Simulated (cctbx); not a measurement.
# RbHoSn: solution and refinement

Cell a = 5.7270 Å, b = 5.7270 Å, c = 9.0670 Å, α = 90.00°, β = 90.00°, γ = 120.00°; space group P6_3/mmc (no. 194); content Ho2 Sn2 Rb2.

Simulated single-crystal data (cctbx): Mo Kα, λ = 0.71073 Å, to d = 0.65 Å, 95 % of the full sphere, strongest reflection 5000 counts, noise from counting, a 4 % proportional error and a noise floor of 4 counts (s.d.); no absorption, and some extinction, which the refinements don't model.

Charge flipping in P1 on plain amplitudes to 0.8 Å, δ = 1.1 σ, 10 % of the reflections treated as weak, 300 cycles:

```text
cycle      R  skewness
    0  0.554     0.31
   25  0.302     5.47
   50  0.321     5.19
   75  0.323     5.28
  100  0.323     5.24
  125  0.282     5.27
  150  0.278     5.38
  175  0.267     5.21
  200  0.261     5.07
  225  0.264     5.24
  250  0.256     5.12
  275  0.265     5.05
origin shift          correlation  skewness
 0.699  0.492  0.388      0.888      9.11
 0.024  0.174  0.380      0.880      7.15
 0.640  0.361  0.150      0.871      2.13
 0.380  0.840  0.253      0.784      2.97
taken: symmetry correlation 0.888, skewness 9.11
peak      x       y       z  mult  height/sigma
Q1    0.0000  0.0000  0.0000    2     22.7
Q2    0.3333  0.6667  0.7500    2     14.2
Q3    0.3333  0.6667  0.2500    2     13.7
Q4    0.3333  0.6667  0.0361    4      1.3
Q5    0.2263  0.4526  0.6982   12      1.2
Q6    0.0895  0.1790  0.0865   12      1.1
Q7    0.2211  0.4423  0.2002   12      0.9
Q8    0.1354  0.2707  0.2500    6      0.8
```

The origin is taken among those within 0.04 of the best correlation, by the skewness of the map.

Run time: 0.62 s on 1 thread of Arm Neoverse V2, with other jobs on the host, peak memory 0.07 GiB.

Q: Assign the peaks.

Heights go roughly as Z and multiplicities must add up to the content. First model: Q1 = Ho1 (2 in the cell, height 22.7), Q2 = Sn1 (2 in the cell, height 14.2) and Q3 = Rb1 (2 in the cell, height 13.7). Against the true structure, Q1 is Ho, Q2 is Sn and Q3 is Rb; the other peaks are not atoms.

Least squares on F², isotropic:

```text
Rint 0.048, 220 unique reflections to 0.65 A
cycle     R1     wR2    GooF  max shift (A)
   1  0.1887  0.3936  15.484   0.00000
   2  0.0159  0.0290   1.140   0.00000
final R1 0.0159 wR2 0.0290 GooF 1.140  parameters 3  data/parameter 73.3
atom        x        y        z      Ueq    occ   su(xyz)  su(Uiso or U11)
Ho1    0.00000  0.00000  0.00000   0.0032  1.000  0.00000  0.0001
Sn1    0.33333  0.66667  0.75000   0.0050  1.000  0.00000  0.0001
Rb1    0.33333  0.66667  0.25000   0.0057  1.000  0.00000  0.0001
difference map: max 0.55 min -3.31 rms 0.23
Q1    0.1498  0.4769  0.5959   24    0.57  1.76 A from Sn1
Q2    0.1315  0.2630  0.2500    6    0.54  2.00 A from Rb1
Q3    0.0126  0.3422  0.1421   24    0.47  2.09 A from Rb1
Q4    0.1244  0.2488  0.7500    6    0.44  2.07 A from Sn1
Q5    0.0926  0.1853  0.6171   12    0.43  1.40 A from Ho1
```

Anisotropic refinement:

```text
Rint 0.048, 220 unique reflections to 0.65 A
cycle     R1     wR2    GooF  max shift (A)
   1  0.0159  0.0290   1.149   0.00000
   2  0.0158  0.0289   1.146   0.00000
final R1 0.0158 wR2 0.0289 GooF 1.146  parameters 6  data/parameter 36.7
atom        x        y        z      Ueq    occ   su(xyz)  su(Uiso or U11)
Ho1    0.00000  0.00000  0.00000   0.0032  1.000  0.00000  0.0001
Sn1    0.33333  0.66667  0.75000   0.0050  1.000  0.00000  0.0001
Rb1    0.33333  0.66667  0.25000   0.0057  1.000  0.00000  0.0002
difference map: max 0.56 min -3.33 rms 0.23
Q1    0.1491  0.4768  0.5955   24    0.57  1.76 A from Sn1
Q2    0.1313  0.2626  0.2500    6    0.54  2.00 A from Rb1
Q3    0.0113  0.3430  0.1414   24    0.47  2.09 A from Rb1
Q4    0.1256  0.2513  0.7500    6    0.44  2.06 A from Sn1
Q5    0.0928  0.1856  0.6173   12    0.43  1.41 A from Ho1
Q6    0.0000  0.5000  0.0000    6    0.41  2.81 A from Sn1
```

**Reading.** The refinement ends at R1 = 0.0158, wR2 = 0.0289, GooF = 1.15, with difference density between -3.33 and 0.56 e/Å³. Every site matches the true model in element, within 0.001 Å r.m.s., up to an allowed shift of origin.

True model:

```csv
atom,mult.,x,y,z,Ueq (Å²)
Ho1,2,0,0,0,0.0038
Sn1,2,1/3,2/3,1/4,0.0056
Rb1,2,1/3,2/3,3/4,0.0060
```

This is a model crystal, built by substitution and not relaxed, with assumed displacement parameters.

[Middle refinement cycles are left out of these outputs.]

[Logs are printed without paths, hosts, clocks, repeated set-up lines and the standing remarks that a program may print on its own settings, such as how far it seeks lower states.]
